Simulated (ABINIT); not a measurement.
# CdS (Hawleyite): G0W0 in ABINIT against the bands in the screening, part 2 of 2

How does the gap of CdS (Hawleyite) converge in the bands in the screening?

ABINIT 10.8.3; PBE and many-body steps on it, plane waves. Known limits of the many-body steps: not at the basis limit; no spin-orbit coupling; coarse k mesh.

So far. Step 2 (Screening, 4×4×4 mesh, 21 bands, screening to 163.3 eV): Local fields lower ε∞ by 6 %. On a Γ-centred mesh this coarse the value itself is usually too large, while a short band sum pulls it down. Step 5 (31 bands): The gap on the mesh goes from 1.14 eV to 2.19 eV, a correction of +1.05 eV.

## 7. 93 bands

This step: G0W0 on PBE, plane waves, norm-conserving pseudopotentials.

Input file run.abi:

```
acell 3*1.0 Angstrom
rprim 
  -0.000000000000 2.916500000000 2.916500000000
  2.916500000000 -0.000000000000 2.916500000000
  2.916500000000 2.916500000000 -0.000000000000
ntypat 2
znucl 48 16
natom 2
typat 1 2
xred 
  0.000000000000 0.000000000000 0.000000000000
  0.250000000000 0.250000000000 0.250000000000
pp_dirpath "pseudos"
pseudos "Cd.upf, S.upf"
ecut 47
ngkpt 4 4 4
nshiftk 1
shiftk 0 0 0
kptopt 1
chksymbreak 0
istwfk *1
occopt 1
irdwfk 1
optdriver 4
nband 93
gwcalctyp 0
ecutsigx 47
symsigma 1
nkptgw 1
kptgw 
  0.0000000000 0.0000000000 0.0000000000
bdgw 
  11 17
ecuteps 6
irdscr 1
ppmodel 1
indata_prefix "in"
outdata_prefix "out"
tmpdata_prefix "tmp"
```

Command:

```bash
OMP_NUM_THREADS=1 mpirun -n 8 abinit run.abi > log
```

The program printed:

```text
.Version 10.8.3 of ABINIT. v10.8.2 released Aug 2026.

 Symmetries : space group F-4 3 m (#216); Bravais cF (face-center cubic)
[... echo of the input left out ...]
== DATASET  1 ==================================================================
-   mpi_nproc: 8, omp_nthreads: 1 (-1 if OMP is not activated)

--- !DatasetInfo
iteration_state: {dtset: 1, }
dimensions: {natom: 2, nkpt: 8, mband: 93, nsppol: 1, nspinor: 1, nspden: 1, mpw: 5180, }
cutoff_energies: {ecut:  47.0, pawecutdg:  -1.0, }
[...]
15  10.897 -10.642  -5.801  -4.215   0.811  -0.233 -10.134   0.508  11.405
       16  10.897 -10.642  -5.801  -4.215   0.811  -0.233 -10.134   0.508  11.405
       17  10.897 -10.642  -5.801  -4.215   0.811  -0.233 -10.134   0.508  11.405

== END DATASET(S) ==============================================================
================================================================================

 -outvars: echo values of variables after computation  --------
           etotal      0.0000000000E+00
            nband          93
             nkpt           8
          spgroup         216
 [... the other variables as echoed above ...]

 Calculation completed.
```

Elapsed: 6.4 s, on 8 MPI ranks of AMD EPYC 7R43, shared host; peak memory 1.7 GiB.

Numbers from this step:

- G0W0 gap on the points computed: 2.052 eV
- starting gap on the mesh: 1.145 eV
- k of the valence top: 0, 0, 0
- k of the conduction bottom: 0, 0, 0
- least direct G0W0 gap on the computed points: 2.052 eV

Against the run before, the gap moves by −0.140 eV.

## 8. Screening, 4×4×4 mesh, 199 bands, screening to 163.3 eV

This step: RPA screening on PBE, plane waves, norm-conserving pseudopotentials.

Changes to run.abi since step 7:

```diff
@@ -23,15 +23,8 @@
 irdwfk 1
-optdriver 4
-nband 93
-gwcalctyp 0
-ecutsigx 47
-symsigma 1
-nkptgw 1
-kptgw 
-  0.0000000000 0.0000000000 0.0000000000
-bdgw 
-  11 17
+optdriver 3
+nband 199
 ecuteps 6
-irdscr 1
-ppmodel 1
+inclvkb 2
+awtr 1
+symchi 1
 indata_prefix "in"
```

The program printed:

```text
.Version 10.8.3 of ABINIT. v10.8.2 released Aug 2026.

 Symmetries : space group F-4 3 m (#216); Bravais cF (face-center cubic)
[... echo of the input left out ...]
== DATASET  1 ==================================================================
-   mpi_nproc: 8, omp_nthreads: 1 (-1 if OMP is not activated)

--- !DatasetInfo
iteration_state: {dtset: 1, }
dimensions: {natom: 2, nkpt: 8, mband: 199, nsppol: 1, nspinor: 1, nspden: 1, mpw: 5180, }
cutoff_energies: {ecut:  47.0, pawecutdg:  -1.0, }
[...]
--------------------------------------------------------------------------------
[... chi0 elements left out ...]
 For q-point:  0.000010 0.000020 0.000030
  dielectric constant =  11.0726
  dielectric constant without local fields =  11.7810

  Average fulfillment of the sum rule on Im[epsilon] for q-point    1 :     80.15  [%]
[... wings left out ...]
  q-point number  2        q = ( 0.250000, 0.000000, 0.000000) [r.l.u.]
--------------------------------------------------------------------------------
[... chi0 elements left out ...]
  Average fulfillment of the sum rule on Im[epsilon] for q-point    2 :     87.59  [%]

 [... 6 further q-points ...]
```

It took 53 s on 8 MPI ranks; peak memory 2.7 GiB.

This step gave:

| Item | Value |
| --- | --- |
| ε∞ with local fields, on this mesh, along the program's q direction | 11.07 |
| the same without local fields | 11.78 |
| plasma frequency | 26.88 eV |
| plane waves in the screening matrix | 259 |

## 9. 199 bands

This step: G0W0 on PBE, plane waves, norm-conserving pseudopotentials.

Changes to run.abi since step 8:

```diff
@@ -23,8 +23,15 @@
 irdwfk 1
-optdriver 3
-nband 199
+optdriver 4
+nband 93
+gwcalctyp 0
+ecutsigx 47
+symsigma 1
+nkptgw 1
+kptgw 
+  0.0000000000 0.0000000000 0.0000000000
+bdgw 
+  11 17
 ecuteps 6
-inclvkb 2
-awtr 1
-symchi 1
+irdscr 1
+ppmodel 1
 indata_prefix "in"
```

The program printed:

```text
.Version 10.8.3 of ABINIT. v10.8.2 released Aug 2026.

 Symmetries : space group F-4 3 m (#216); Bravais cF (face-center cubic)
[... echo of the input left out ...]
== DATASET  1 ==================================================================
-   mpi_nproc: 8, omp_nthreads: 1 (-1 if OMP is not activated)

--- !DatasetInfo
iteration_state: {dtset: 1, }
dimensions: {natom: 2, nkpt: 8, mband: 93, nsppol: 1, nspinor: 1, nspden: 1, mpw: 5180, }
cutoff_energies: {ecut:  47.0, pawecutdg:  -1.0, }
[...]
15  10.897 -10.642  -5.801  -4.282   0.810  -0.234 -10.190   0.453  11.350
       16  10.897 -10.642  -5.801  -4.282   0.810  -0.234 -10.190   0.453  11.350
       17  10.897 -10.642  -5.801  -4.282   0.810  -0.234 -10.190   0.453  11.350

== END DATASET(S) ==============================================================
================================================================================

 -outvars: echo values of variables after computation  --------
           etotal      0.0000000000E+00
            nband          93
             nkpt           8
          spgroup         216
 [... the other variables as echoed above ...]

 Calculation completed.
```

It took 6.6 s on 8 MPI ranks; peak memory 1.7 GiB; 50 s of CPU time.

This step gave:

| Property | Result |
| --- | --- |
| G0W0 gap on the points computed | 2.045 eV |
| starting gap on the mesh | 1.145 eV |
| k of the valence top | 0, 0, 0 |
| k of the conduction bottom | 0, 0, 0 |
| least direct G0W0 gap on the computed points | 2.045 eV |

Against the run before, the gap moves by −0.007 eV.

## 10. Side by side

Times are wall times on 8 MPI ranks of AMD EPYC 7R43, shared host, good to a factor of about two. A run's time includes the screening step that it read.

| run | mesh | bands | screening cutoff (eV) | DFT gap (eV) | gap on the mesh (eV) | direct (eV) | ε∞ used | time |
| --- | --- | --- | --- | --- | --- | --- | --- | --- |
| 21 bands | 4×4×4 | 93 | 163.3 | 1.145 | 2.319 | 2.319 | 10.82 | 12 s |
| 31 bands | 4×4×4 | 93 | 163.3 | 1.145 | 2.192 | 2.192 | 10.92 | 15 s |
| 93 bands | 4×4×4 | 93 | 163.3 | 1.145 | 2.052 | 2.052 | 11.06 | 32 s |
| 199 bands | 4×4×4 | 93 | 163.3 | 1.145 | 2.045 | 2.045 | 11.07 | 60 s |

## 11. Outcome

```yaml
21_bands: 2.319 eV
31_bands: 2.192 eV
93_bands: 2.052 eV
199_bands: 2.045 eV
known_limits: not at the basis limit; no spin-orbit coupling; coarse k mesh
```

In words: The setting moved: bands in the screening. From 21 bands to 199 bands the gap moves by −0.27 eV, for 5.1 times the time. It holds to 0.03 eV from 93 bands on. Bands and screening cutoff are coupled, so a series along one setting does not show full convergence. Bands and cutoff are finite, so the gap is not at the basis limit. The miss can reach some tenths of an eV and take either sign; the mesh is an error of its own. In the first G0W0 run levels were corrected at 1 k point alone, so a gap called «on the mesh» is the least over those, and an edge elsewhere would be missed. The 4×4×4 mesh is coarse for this cell, which bears on the long-range parts of exchange and screening. The many-body steps are scalar-relativistic: spin-orbit coupling is not in them.

[Paths, hosts, dates, memory and timing lines, banners, echoed tables and standing remarks are left out of the program output.]

[Logs are printed without paths, hosts, clocks, repeated set-up lines and the standing remarks that a program may print on its own settings, such as how far it seeks lower states.]

[Runs of the session that timed out or met a known fault of the program may be left out.]

[No measured gap is set beside runs whose start may be inverted or whose files or cutoffs have a known fault.]

[Hosts, paths, dates, database ids (printed as entryN), source tags and the programs' standing remarks are cut or masked in the printed files.]

[G0W0 gaps are taken among the corrected bands and points alone; a level outside them can change the order at an edge.]

[Where Ansatz stands beside ABINIT at settings called matched, ABINIT's density can come from a denser mesh and the files from another edition; pairs whose starting gaps differed by over 0.03 eV were left out, so agreement reads better than it is.]
